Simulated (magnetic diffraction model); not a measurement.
# DyCdRe₂ below its ordering temperature

Space group P3m1 (no. 156), a = 3.9420 Å, c = 6.0870 Å.

| site | atom | x | y | z |
| --- | --- | --- | --- | --- |
| 1c | Re | 2/3 | 1/3 | 0.7337 |
| 1a | Re | 0 | 0 | 0.2462 |
| 1b | Dy | 1/3 | 2/3 | 0.0014 |
| 1a | Cd | 0 | 0 | 0.6333 |

The compound is invented for this exercise: a known structure type with other elements, its cell scaled to their sizes and not relaxed.

Only Dy is taken to order (form factors of Dy3+); orders and moment sizes are assumed, and not adapted to the symmetry. Radiation: neutrons of λ = 2.567 Å (absorption by Cd and Dy left out), 5° to 100°; isotropic B of 0.51 Å² (Re), 0.56 Å² (Dy) and 0.47 Å² (Cd). The intensities are simulated: I ∝ L Σ (|F_N|² + |F_M⊥|²) for unpolarised neutrons, with F_M = 2.695 fm/μB × Σ f(s) S exp(2πi Q·r) exp(−B s²) at Q = H ± k (one set where k and −k are equivalent), only the part normal to Q counting and L = 1/(sin²θ cos θ). For collinear order S is the moment m, which repeats by lattice and centring translations R with the sign exp(−2πi k·R). Form factors are spin-only for 3d ions and dipole or tabulated for f ions, scattering lengths are Sears's of 1992, and absorption is left out. A label names one of the reflections at its angle. The strongest nuclear line in the range is 100, and lines under 0.2 are left out.

Above the ordering temperature:

```
2θ (°)    index      I
 24.34  (0 0 1)   22.3
 44.17  (1 0 0)    5.6
 49.89  (0 0 2)    1.9
 51.07  (1 0 1)  100.0
 68.80  (1 0 2)   83.8
 78.48  (0 0 3)    8.8
 81.26  (1 1 0)   76.9
 86.39  (1 1 1)   15.8
 94.76  (1 0 3)   42.8
 97.52  (2 0 0)    1.8
```

Below it (cell unchanged):

| 2θ (°) | I |
| --- | --- |
| 24.34 | 40.1 |
| 44.17 | 49.7 |
| 49.89 | 5.9 |
| 51.07 | 154.5 |
| 68.80 | 105.4 |
| 78.48 | 10.3 |
| 81.26 | 88.9 |
| 86.39 | 35.8 |
| 94.76 | 52.1 |
| 97.52 | 10.4 |

**Question.** Find the propagation vector, then choose among these models:
A. collinear moments along [101], 8.4 μB on Dy
B. collinear moments along [001], 8.4 μB on Dy
C. collinear moments along [100], 8.4 μB on Dy

No line moves, and magnetic intensity falls on nuclear lines such as the one at 51.07°, so the magnetic cell equals the chemical primitive cell: k = 0.

Magnetic intensity, observed (below minus above) and for each model:

| 2θ (°) | index | observed | A | B | C |
| --- | --- | --- | --- | --- | --- |
| 24.34 | (0 0 1) | 17.8 | 17.8 | <0.2 | 60.2 |
| 44.17 | (1 0 0) | 44.1 | 44.1 | 51.8 | 25.9 |
| 49.89 | (0 0 2) | 3.9 | 3.9 | <0.2 | 13.3 |
| 51.07 | (1 0 1) | 54.5 | 54.5 | 57.6 | 47.0 |
| 68.80 | (1 0 2) | 21.6 | 21.6 | 17.6 | 31.0 |
| 81.26 | (1 1 0) | 12.0 | 12.0 | 14.1 | 7.0 |
| 86.39 | (1 1 1) | 20.0 | 20.0 | 22.6 | 13.7 |
| 94.76 | (1 0 3) | 9.3 | 9.3 | 5.5 | 18.4 |

Model A matches.

The structure used: k = (0 0 0), collinear moments along [101], 8.4 μB on Dy.

[Logs are printed without paths, hosts, clocks, repeated set-up lines and the standing remarks that a program may print on its own settings, such as how far it seeks lower states.]
